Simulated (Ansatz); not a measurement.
# A hypothetical structure for Cd2InAgTe2S2

Starting from a made-up structure for Cd2InAgTe2S2, the aim is the relaxed cell, its shortest contacts and, where a second run follows, its electronic structure.

Program: Ansatz 0.2.0. Level of theory: DFT, PBEsol, plane-wave PAW, files of the set soft_1, scalar-relativistic, no spin, cell and ions relaxed at zero pressure; PAW set soft_1. Results are calculated unless marked as measured.

## Step 1: The starting structure

Symmetry: Cm, No. 8, monoclinic system. Conventional cell: a = 15.737 Å, b = 4.264 Å, c = 7.460 Å, α = 90.00°, β = 116.14°, γ = 90.00°. Nearest to Te lie 3 Cd at 2.62 to 2.68 Å and 1 In at 2.69 Å. Nearest to Te lie 3 Cd at 2.56 to 2.67 Å and 1 Ag at 2.62 Å. Nearest to In lie 3 S at 2.44 to 2.65 Å and 1 Te at 2.69 Å. Nearest to Cd lie 3 Te at 2.67 to 2.68 Å and 1 S at 2.71 Å. Nearest to Cd lie 3 Te at 2.56 to 2.62 Å and 1 S at 2.74 Å. Nearest to Ag lie 1 Te at 2.62 Å and 3 S at 2.62 to 2.63 Å. Farther neighbours and most contacts between anions are not listed.

As a file:

```cif
data_structure
_symmetry_space_group_name_H-M 'Cm'
_symmetry_Int_Tables_number 8
_cell_length_a 15.7370
_cell_length_b 4.2640
_cell_length_c 7.4600
_cell_angle_alpha 90.000
_cell_angle_beta 116.140
_cell_angle_gamma 90.000
_cell_volume 449.39
loop_
_atom_site_label
_atom_site_type_symbol
_atom_site_symmetry_multiplicity
_atom_site_Wyckoff_symbol
_atom_site_fract_x
_atom_site_fract_y
_atom_site_fract_z
_atom_site_occupancy
Te1 Te 2 a 0.56150 0.00000 0.21990 1
Te2 Te 2 a 0.56390 0.50000 0.73770 1
In1 In 2 a 0.75210 0.00000 0.40410 1
Cd1 Cd 2 a 0.99750 0.00000 0.34040 1
Cd2 Cd 2 a 0.50270 0.00000 0.83230 1
Ag1 Ag 2 a 0.74910 0.50000 0.91690 1
S1 S 2 a 0.80900 0.50000 0.63880 1
S2 S 2 a 0.80630 0.00000 0.14330 1
```

## Step 2: Relaxing cell and atoms

The guess takes its coordinates from another compound and its volume from a rule, so the cell and any free coordinates are relaxed together.

The input, input.yaml:

```yaml
crystal:
  lattice:
    - [7.8685, -2.132, 0.0]
    - [7.8685, 2.132, 0.0]
    - [-3.286622391, 0.0, 6.696992852]
  atoms:
    - { symbol: Te, position: [0.4385, 0.4385, 0.7801] }
    - { symbol: Te, position: [0.9361, 0.9361, 0.2623] }
    - { symbol: In, position: [0.2479, 0.2479, 0.5959] }
    - { symbol: Cd, position: [0.0025, 0.0025, 0.6596] }
    - { symbol: Cd, position: [0.4973, 0.4973, 0.1677] }
    - { symbol: Ag, position: [0.7509, 0.7509, 0.0831] }
    - { symbol: S, position: [0.691, 0.691, 0.3612] }
    - { symbol: S, position: [0.1937, 0.1937, 0.8567] }
kpoints:
  mp_grid: { grid: [7, 7, 4] }
scf:
  occupations: { method: fermi_dirac, width: 0.05 }
hamiltonian:
  xc: pbesol
  pseudopotentials: { kind: paw, azcp: { folder: soft_1 }, xc_functional: pbe }
relax:
  f_tol: 0.015
  max_steps: 70
  cell: {}
output:
  forces: true
  stress: true
```

The run is started by

```sh
$ ansatz run input.yaml --threads 4 --pin off --max-ram 10240MiB --backend cpu --events-out ev --progress --plain --runs-dir out
```

Numbers of over 12 decimals in the logs are rounded to 6 here.

The program printed:

```text
Engine: ansatz 0.2.0, aarch64-unknown-linux-gnu
Pseudopotentials: kind: paw
Pseudopotential: Te, paw, valence charge 16, recommended cutoff 420 eV (normal), soft_1/Te.paw.azcp
Pseudopotential: In, paw, valence charge 13, recommended cutoff 420 eV (normal), soft_1/In.paw.azcp
Pseudopotential: Cd, paw, valence charge 20, recommended cutoff 420 eV (normal), soft_1/Cd.paw.azcp
Pseudopotential: Ag, paw, valence charge 19, recommended cutoff 420 eV (normal), soft_1/Ag.paw.azcp
Pseudopotential: S, paw, valence charge 6, recommended cutoff 420 eV (normal), soft_1/S.paw.azcp
Functional definition: PBEsol
  exchange = pbesol_x
  correlation = pbesol_c
Crystal: 8 atoms, lattice volume = 224.693 Å³
Basis set: ecut = 420 eV, 4363 PW (Γ), exchange–correlation on 120×120×100 points (8 copies of the dense FFT grid, shifted against one another)
Bands: 70, of which v1, the nominal top of the filled ones, is band 58 counted from 1 (57 counted from 0)
Symmetry: 2 space group operations
Space group: Cm (ITA 8), of the structure as read, at distance tolerance 6.1e-5 Å
k-points: 60 of 196 (time reversal used)
Non-local potential: Te, projectors of the file, l = 0: 2, l = 1: 2, l = 2: 2, l = 3: 1
Non-local potential: In, projectors of the file, l = 0: 2, l = 1: 2, l = 2: 2, l = 3: 1
Non-local potential: Cd, projectors of the file, l = 0: 3, l = 1: 2, l = 2: 2, l = 3: 1
Non-local potential: Ag, projectors of the file, l = 0: 3, l = 1: 2, l = 2: 2, l = 3: 1
Non-local potential: S, projectors of the file, l = 0: 2, l = 1: 2, l = 2: 1
PAW form: soft (Blöchl's): semilocal exchange-correlation on the pseudo side does not see the compensation charge
PAW frozen core: Te, regenerated for the run's functional, and the local potential with it (the file was generated under x = pbe(κ = 0.804, μ = 0.219515), c = pbe(β = 0.066725))
PAW frozen core: In, regenerated for the run's functional, and the local potential with it (the file was generated under x = pbe(κ = 0.804, μ = 0.219515), c = pbe(β = 0.066725))
PAW frozen core: Cd, regenerated for the run's functional, and the local potential with it (the file was generated under x = pbe(κ = 0.804, μ = 0.219515), c = pbe(β = 0.066725))
PAW frozen core: Ag, regenerated for the run's functional, and the local potential with it (the file was generated under x = pbe(κ = 0.804, μ = 0.219515), c = pbe(β = 0.066725))
PAW frozen core: S, regenerated for the run's functional, and the local potential with it (the file was generated under x = pbe(κ = 0.804, μ = 0.219515), c = pbe(β = 0.066725))
PAW one-centre angular grid: Te, 590 points (default); XC on 64 Gauss nodes
PAW one-centre angular grid: In, 590 points (default); XC on 64 Gauss nodes
PAW one-centre angular grid: Cd, 590 points (default); XC on 64 Gauss nodes
PAW one-centre angular grid: Ag, 590 points (default); XC on 64 Gauss nodes
PAW one-centre angular grid: S, 110 points (default); XC on 64 Gauss nodes
Initial density: superposition of atomic densities (chi_scale 0.1, normalization cell, long waves kept (reshape's long-wave potential 0.13 eV rms))
Initial wavefunctions: pseudopotential atomic-orbital guess
Functional: x = pbesol(κ = 0.804, μ = 0.123457), c = pbesol(β = 0.046)
SCF iter   1: F=—  HF=-44991.651825 eV  |F-HF|=—  |Δ(HF+E_count)|=         —  Δρ=2.85e-2  dr2=2.44e0  ethr=3.10e-3  ⟨swp⟩=8.0  Hψ=18371  notcnv=0  defer=40
preconditioner: auto → Resta (q_TF=auto, 2.444 Å⁻¹)  ε∞=4.4  [insulator: Δε(μ)=0.411 eV  Ē_g=11.474 eV  σ=0.050 eV  W_gap=0.53  n_scr=56 (ndim 8)  ℏωp=21.0 eV  f_vac=0.076  D(μ)=0.15/eV (n_scr^D=0)  ε∞_Penn≈4.4]
SCF iter   2: F=—  HF=-44991.139227 eV  |F-HF|=—  |Δ(HF+E_count)|=   5.13e-1  Δρ=1.33e-2  dr2=4.92e-1  ethr=2.10e-3  ⟨swp⟩=2.8  Hψ=6210  notcnv=0  defer=323
SCF iter   3: F=—  HF=-44991.048970 eV  |F-HF|=—  |Δ(HF+E_count)|=   9.03e-2  Δρ=5.92e-3  dr2=1.12e-1  ethr=4.24e-4  ⟨swp⟩=2.9  Hψ=7380  notcnv=0  defer=327
SCF iter   4: F=—  HF=-44991.028530 eV  |F-HF|=—  |Δ(HF+E_count)|=   2.04e-2  Δρ=1.64e-3  dr2=9.12e-3  ethr=9.62e-5  ⟨swp⟩=2.8  Hψ=6172  notcnv=0  defer=328
SCF iter   5: F=—  HF=-44991.029095 eV  |F-HF|=—  |Δ(HF+E_count)|=   5.65e-4  Δρ=6.85e-4  dr2=1.62e-3  ethr=7.86e-6  ⟨swp⟩=2.1  Hψ=6927  notcnv=0  defer=326
SCF iter   6: F=—  HF=-44991.030108 eV  |F-HF|=—  |Δ(HF+E_count)|=   1.01e-3  Δρ=2.12e-4  dr2=1.95e-4  ethr=1.39e-6  ⟨swp⟩=2.0  Hψ=5576  notcnv=0  defer=326
SCF iter   7: F=—  HF=-44991.030349 eV  |F-HF|=—  |Δ(HF+E_count)|=   2.41e-4  Δρ=7.34e-5  dr2=1.50e-5  ethr=1.68e-7  ⟨swp⟩=2.0  Hψ=5740  notcnv=0  defer=326
SCF iter   8: F=—  HF=-44991.030394 eV  |F-HF|=—  |Δ(HF+E_count)|=   4.55e-5  Δρ=2.25e-5  dr2=2.09e-6  ethr=1.29e-8  ⟨swp⟩=2.0  Hψ=6672  notcnv=0  defer=326
SCF iter   9: F=—  HF=-44991.030397 eV  |F-HF|=—  |Δ(HF+E_count)|=   2.98e-6  Δρ=8.79e-6  dr2=3.08e-7  ethr=1.80e-9  ⟨swp⟩=2.0  Hψ=5740  notcnv=0  defer=326
SCF iter  10: F=-44991.030398 eV  HF=-44991.030398 eV  |F-HF|=1.97e-8  |Δ(HF+E_count)|=   3.30e-7  Δρ=3.57e-6  dr2=4.45e-8  ethr=8.62e-11  ⟨swp⟩=5.0  Hψ=15101  notcnv=0
SCF 1 converged in 10 iterations: F = -44991.030398 eV  dr2 = 4.45e-8
  greatest PAW one-centre occupation: 1.001 electrons in one spin orbital (limit 2), on the Ag atom at site 5 (counted from 0), in its partial waves of l = 0
relax step   1: F+E_penalty+E_count = -44991.03039772 eV  Δ(F+E_penalty+E_count) = +0.000e0 eV  max|allowed force component| = 1.530e0 eV/Å  Δτ_max = 0.0000 Å  P = +2.981 GPa  Ω = 224.693 Å³  (10 SCF iters, dr2 threshold 1.00e-7 eV, accepted)
Crystal: 8 atoms, lattice volume = 233.675 Å³
Basis set: ecut = 420 eV, 4575 PW (Γ), exchange–correlation on 120×120×100 points (8 copies of the dense FFT grid, shifted against one another)
Initial density: handed on by an earlier stage of this run
Initial wavefunctions: those handed on with the density
iter 1 solved again at ethr=1.84e-4 eV; its pass at ethr=3.10e-3 eV (dr2=2.13e-1 eV) is discarded
SCF iter   1: F=—  HF=-44991.695640 eV  |F-HF|=—  |Δ(HF+E_count)|=         —  Δρ=9.22e-3  dr2=2.24e-1  ethr=1.84e-4  ⟨swp⟩=3.7  Hψ=20892  notcnv=0  defer=1
preconditioner: auto → Kerker (q_TF=auto, 2.428 Å⁻¹)  [metal: Δε(μ)=0.102 eV  Ē_g=11.256 eV  σ=0.050 eV  W_gap=0.45  n_scr=56 (ndim 8)  ℏωp=20.6 eV  f_vac=0.132  D(μ)=0.28/eV (n_scr^D=0)]
SCF iter   2: F=—  HF=-44991.658329 eV  |F-HF|=—  |Δ(HF+E_count)|=   3.73e-2  Δρ=4.76e-3  dr2=9.25e-2  ethr=1.84e-4  ⟨swp⟩=2.1  Hψ=5464  notcnv=0  defer=2
SCF iter   3: F=—  HF=-44991.643296 eV  |F-HF|=—  |Δ(HF+E_count)|=   1.50e-2  Δρ=1.26e-3  dr2=2.38e-2  ethr=7.97e-5  ⟨swp⟩=3.0  Hψ=8442  notcnv=0  defer=2
[...]
SCF iter   3: F=—  HF=-44991.695229 eV  |F-HF|=—  |Δ(HF+E_count)|=   5.07e-4  Δρ=2.93e-4  dr2=7.06e-4  ethr=3.20e-6  ⟨swp⟩=2.2  Hψ=6288  notcnv=0
SCF iter   4: F=—  HF=-44991.695162 eV  |F-HF|=—  |Δ(HF+E_count)|=   6.77e-5  Δρ=1.88e-4  dr2=2.68e-4  ethr=6.09e-7  ⟨swp⟩=2.0  Hψ=7121  notcnv=0
SCF iter   5: F=—  HF=-44991.695111 eV  |F-HF|=—  |Δ(HF+E_count)|=   5.04e-5  Δρ=8.54e-5  dr2=7.80e-5  ethr=2.31e-7  ⟨swp⟩=2.0  Hψ=7132  notcnv=0
SCF iter   6: F=—  HF=-44991.695099 eV  |F-HF|=—  |Δ(HF+E_count)|=   1.27e-5  Δρ=3.94e-5  dr2=9.74e-6  ethr=6.72e-8  ⟨swp⟩=2.0  Hψ=5042  notcnv=0
SCF iter   7: F=—  HF=-44991.695099 eV  |F-HF|=—  |Δ(HF+E_count)|=   7.88e-8  Δρ=2.67e-5  dr2=2.24e-6  ethr=8.39e-9  ⟨swp⟩=2.0  Hψ=7322  notcnv=0
SCF iter   8: F=-44991.695099 eV  HF=-44991.695099 eV  |F-HF|=2.29e-8  |Δ(HF+E_count)|=   6.75e-8  Δρ=1.04e-5  dr2=4.92e-7  ethr=6.90e-10  ⟨swp⟩=5.0  Hψ=14645  notcnv=0
SCF 3 converged in 8 iterations: F = -44991.695099 eV  dr2 = 4.92e-7
relax step   3: F+E_penalty+E_count = -44991.69509869 eV  Δ(F+E_penalty+E_count) = -5.825e-2 eV  max|allowed force component| = 1.918e-1 eV/Å  Δτ_max = 0.0761 Å  P = -0.180 GPa  Ω = 231.376 Å³  energy of the carried Pulay correction = -1.118e-3 eV  (8 SCF iters, dr2 threshold 8.00e-7 eV, accepted)
[...]
relax step   4: F+E_penalty+E_count = -44991.71195445 eV  Δ(F+E_penalty+E_count) = -1.686e-2 eV  max|allowed force component| = 1.616e-1 eV/Å  Δτ_max = 0.0862 Å  P = -0.128 GPa  Ω = 230.808 Å³  energy of the carried Pulay correction = -1.025e-3 eV  (8 SCF iters, dr2 threshold 8.00e-7 eV, accepted)
[...]
relax step   5: F+E_penalty+E_count = -44991.71961604 eV  Δ(F+E_penalty+E_count) = -7.662e-3 eV  max|allowed force component| = 5.662e-2 eV/Å  Δτ_max = 0.0595 Å  P = +0.009 GPa  Ω = 229.755 Å³  energy of the carried Pulay correction = -8.501e-4 eV  (7 SCF iters, dr2 threshold 8.00e-7 eV, accepted)
[...]
relax step   6: F+E_penalty+E_count = -44991.72027388 eV  Δ(F+E_penalty+E_count) = -6.578e-4 eV  max|allowed force component| = 1.911e-2 eV/Å  Δτ_max = 0.0056 Å  P = +0.019 GPa  Ω = 229.679 Å³  energy of the carried Pulay correction = -8.375e-4 eV  (6 SCF iters, dr2 threshold 2.00e-7 eV, accepted)
[...]
relax step   7: F+E_penalty+E_count = -44991.72036915 eV  Δ(F+E_penalty+E_count) = -9.527e-5 eV  max|allowed force component| = 4.555e-3 eV/Å  Δτ_max = 0.0056 Å  P = -0.008 GPa  Ω = 229.828 Å³  energy of the carried Pulay correction = -8.622e-4 eV  (7 SCF iters, dr2 threshold 2.28e-8 eV, accepted)
Basis set: ecut = 420 eV, 4501 PW (Γ), exchange–correlation on 120×120×108 points (8 copies of the dense FFT grid, shifted against one another)
Initial wavefunctions: pseudopotential atomic-orbital guess (no wavefunctions were taken with the density)
iter 1 solved again at ethr=9.19e-7 eV; its pass at ethr=3.10e-3 eV (dr2=1.07e-3 eV) is discarded
SCF iter   1: F=—  HF=-44991.720981 eV  |F-HF|=—  |Δ(HF+E_count)|=         —  Δρ=8.62e-5  dr2=7.18e-7  ethr=9.19e-7  ⟨swp⟩=4.0  Hψ=30307  notcnv=0
eigensolver tolerance schedule: the retry pair's looser diagonalisation over-reported the residual by 1483.87 of it (diagonalisation noise at 0.79 of the residual, at the tolerance the schedule requests for it); recorded, not acted on — ethr = c·dr2/N_el stays at c = 1.0e-1
SCF iter   2: F=—  HF=-44991.721168 eV  |F-HF|=—  |Δ(HF+E_count)|=   1.87e-4  Δρ=4.36e-5  dr2=1.93e-7  ethr=6.19e-10  ⟨swp⟩=3.0  Hψ=8385  notcnv=0
SCF iter   3: F=—  HF=-44991.721226 eV  |F-HF|=—  |Δ(HF+E_count)|=   5.78e-5  Δρ=7.17e-6  dr2=1.14e-8  ethr=1.67e-10  ⟨swp⟩=2.2  Hψ=6036  notcnv=0
SCF iter   4: F=—  HF=-44991.721227 eV  |F-HF|=—  |Δ(HF+E_count)|=   1.41e-6  Δρ=5.78e-7  dr2=2.12e-9  ethr=9.87e-12  ⟨swp⟩=2.0  Hψ=7102  notcnv=0
SCF iter   5: F=—  HF=-44991.721227 eV  |F-HF|=—  |Δ(HF+E_count)|=   1.21e-9  Δρ=3.37e-7  dr2=9.19e-10  ethr=1.83e-12  ⟨swp⟩=2.0  Hψ=5014  notcnv=0
SCF iter   6: F=—  HF=-44991.721227 eV  |F-HF|=—  |Δ(HF+E_count)|=  1.96e-10  Δρ=2.00e-7  dr2=3.43e-10  ethr=1.00e-12  ⟨swp⟩=2.1  Hψ=7052  notcnv=0
SCF iter   7: F=-44991.721227 eV  HF=-44991.721227 eV  |F-HF|=2.91e-11  |Δ(HF+E_count)|=    0.00e0  Δρ=1.25e-7  dr2=6.58e-11  ethr=1.00e-12  ⟨swp⟩=4.0  Hψ=15904  notcnv=0
SCF 8 converged in 7 iterations: F = -44991.721227 eV  dr2 = 6.58e-11
relax step   8: F+E_penalty+E_count = -44991.72122739 eV  Δ(F+E_penalty+E_count) = -8.582e-4 eV  max|allowed force component| = 4.515e-3 eV/Å  Δτ_max = 0.0000 Å  P = -0.009 GPa  Ω = 229.828 Å³  stress off target by 1.49e-2 GPa  SCF on the basis re-selected at this cell (its energy is not comparable with the rows above)  (7 SCF iters)
basis re-selected at this cell: Δ(F+E_penalty+E_count) = -8.582e-4 eV, ΔP = -0.001 GPa vs the last step (what re-selecting the basis moved, of the pressure what is left beyond the Pulay correction that the steps carried, after the strain that the cell walked since its last selection, with what the two solves' SCF thresholds leave and, on support functions, any second-order correction that the steps lacked; it is no measure of the basis error at this ecutwfc). The dense FFT grid was sized anew with the basis: this SCF ran on 60×60×54 points, the steps before it on 60×60×50, so part of this shift can come from that change (see relax.cell in the input reference). [rest of the remark cut]
SCF converged after 7 iterations
Free energy (F): -44991.721227 eV
Harris-Foulkes:  -44991.721227 eV  (|F-HF|=2.91e-11)
Internal energy: -44991.717317 eV  (E = F + TS)
E sigma→0 (E₀):  -44991.719272 eV
Entropy (-TS):   -0.003911 eV (-0.489 meV/atom)
Fermi energy:    7.702633 eV
--- Per-component energies (eV) ---
  E_band       = -2020.660581
  E_kinetic    = 2122.842061
  E_local      = -16777.707973  (includes V_loc(G=0)·N_el)
  E_nonlocal   = 817.702983
  E_hartree    = 7786.327408
  E_xc         = -1026.842541
  E_vxc        = -1047.160541  (∫ρ·V_xc dr)
  E_paw        = -26461.090070  (= ΣΔE_a)
  E_vpaw       = -2708.993145  (= ΣTr[D̂ρ^β])
  E_aug_tail   = 0.001276  (compensation charges beyond the density's cutoff)
  E_ewald      = -11455.066547
  E_core_change = 2.116087  (= ΣΔE_core)
  E_smearing   = -0.003911  (= −TS)
  E_closure    = -0.000000  (closes the sum)
  Σ components = -44991.721227   (vs F -44991.721227, Δ=0.00e0)
--- Forces (eV/Å), atoms counted from 1 ---
  atom   1  Te    -0.00135076     0.00000000     0.00036443
  atom   2  Te    -0.00387834     0.00000000    -0.00172218
  atom   3  In     0.00138943     0.00000000    -0.00243727
  atom   4  Cd    -0.00393931    -0.00000000    -0.00098721
  atom   5  Cd    -0.00096539    -0.00000000     0.00158172
  atom   6  Ag     0.00451498     0.00000000    -0.00198787
  atom   7  S      0.00034113    -0.00000000     0.00348200
  atom   8  S      0.00388982    -0.00000000     0.00170838
  max |Σ_I F_I| component: 2.00e-6 eV/Å
--- Stress (GPa, compression-positive) ---
       -0.002013       0.000000       0.001261
        0.000000      -0.014913       0.000000
        0.001261       0.000000      -0.010346
  P = ⅓ Tr σ = -0.0091 GPa (-0.091 kbar)
--- Relaxed structure (7 steps of the walk, 7 accepted, 1 SCFs on fresh bases) ---
  F+E_penalty+E_count = -44991.72122739 eV   max|allowed force component| = 4.515e-3 eV/Å   (the final SCF, on the basis selected at the relaxed cell)
  cell:  # Å, volume = 229.8277 Å³
    - [7.963742, -2.158328, -0.064188]
    - [7.963742, 2.158328, -0.064188]
    - [-3.381035, 0.0, 6.712813]
  atoms:
    - { symbol: Te, position: [0.442050, 0.442050, 0.785113] }
    - { symbol: Te, position: [0.925890, 0.925890, 0.249829] }
    - { symbol: In, position: [0.244233, 0.244233, 0.594919] }
    - { symbol: Cd, position: [0.00966047, 0.00966047, 0.654579] }
    - { symbol: Cd, position: [0.520837, 0.520837, 0.208081] }
    - { symbol: Ag, position: [0.730006, 0.730006, 0.049671] }
    - { symbol: S, position: [0.699287, 0.699287, 0.374504] }
    - { symbol: S, position: [0.185936, 0.185936, 0.849905] }
```

Elapsed: 3 min, on 4 threads of Arm Neoverse V1, shared host; peak memory 1.2 GiB.

Step by step:

| step | energy less that of the first step (eV) | largest force component (eV/Å) | pressure (GPa) | volume (Å³) |
| --- | --- | --- | --- | --- |
| 1 | 0.0000 | 1.5304 | 2.98 | 224.69 |
| 2 | -0.6064 | 0.4716 | -0.36 | 233.68 |
| 3 | -0.6647 | 0.1918 | -0.18 | 231.38 |
| 4 | -0.6816 | 0.1616 | -0.13 | 230.81 |
| 5 | -0.6892 | 0.0566 | 0.01 | 229.75 |
| 6 | -0.6899 | 0.0191 | 0.02 | 229.68 |
| 7 | -0.6900 | 0.0046 | -0.01 | 229.83 |
| 8* | -0.6908 | 0.0045 | -0.01 | 229.83 |

Relaxation steps marked * repeat the geometry before them on a plane-wave basis chosen anew for their cell, so energy and pressure can jump there.

Forces are held to the 2 operations that the run works with; a distortion that breaks them can't arise in this run.

```csv
cell as run,before,after,change
a (Å),8.152,8.251,+1.2 %
b (Å),8.152,8.251,+1.2 %
c (Å),7.460,7.516,+0.8 %
α (°),115.17,116.17,+0.9 %
β (°),115.17,116.17,+0.9 %
volume (Å³/atom),28.09,28.73,+2.3 %
```

The atoms that moved most (Å, as changes of fractional coordinates times the final cell):

```
atom      dx     dy      dz  length
 Cd5   0.238  0.000   0.268   0.359
 Ag6  -0.220  0.000  -0.222   0.312
 Te2  -0.120  0.000  -0.082   0.146
 Cd4   0.131  0.000  -0.035   0.136
  S7   0.087  0.000   0.088   0.124
  S8  -0.101  0.000  -0.045   0.110
 In3  -0.055  0.000  -0.006   0.055
 Te1   0.040  0.000   0.033   0.052
```

The relaxed structure:

```
Te In Cd Ag S
1.0
     7.96374   -2.15833   -0.06419
     7.96374    2.15833   -0.06419
    -3.38104    0.00000    6.71281
Te In Cd Ag S
2 1 2 1 2
Direct
  0.44205 0.44205 0.78511
  0.92589 0.92589 0.24983
  0.24423 0.24423 0.59492
  0.00966 0.00966 0.65458
  0.52084 0.52084 0.20808
  0.73001 0.73001 0.04967
  0.69929 0.69929 0.37450
  0.18594 0.18594 0.84990
```

This step gave:

```yaml
free_energy: -44991.7212 eV
energy_at_zero_smearing: -44991.7193 eV
smearing_term_ts: 0.003911 eV
fermi_energy: 7.703 eV
gap_by_band_count: 0.04279 eV
electrons: 116
symmetry_operations: 2
pressure: -0.009091 GPa
```

The shortest distance of each pair, which need not be the same contact before and after:

| pair | guess (Å) | relaxed (Å) |
| --- | --- | --- |
| In–S | 2.444 | 2.482 |
| Cd–S | 2.705 | 2.504 |
| Ag–S | 2.621 | 2.538 |
| Cd–Te | 2.563 | 2.706 |
| Ag–Te | 2.617 | 2.776 |

The relaxation ends with a largest force component of 0.0045 eV/Å and a pressure of -0.01 GPa.

## Step 3: Summary of results

```yaml
space_group_relaxed: Cm
conventional_cell: a = 15.928, b = 4.317, c = 7.516 Å; α = 90.0°, β = 117.2°, γ = 90.0°
volume_per_atom: 28.73 Å³ (guess 28.09)
```

What this shows: Cd2InAgTe2S2 relaxes to Cm with a = 15.928, b = 4.317 and c = 7.516 Å. The guessed volume was 2 % too small. The space group Cm was held in the relaxation, so the end point is a stationary structure within it and may be a saddle against distortions or other arrangements. Mesh and cutoff weren't tested. Spin-orbit coupling is left out, which can matter for elements this heavy. No dispersion term is used, so weakly bound directions may come out too long. The runs have no spin, and magnetism wasn't tested. Nothing here tests whether the compound is stable against decomposition.

[Logs are printed without paths, hosts, clocks, repeated set-up lines and the standing remarks that a program may print on its own settings, such as how far it seeks lower states.]

[Hosts, paths, dates, database ids (printed as entryN), source tags and the programs' standing remarks are cut or masked in the printed files.]
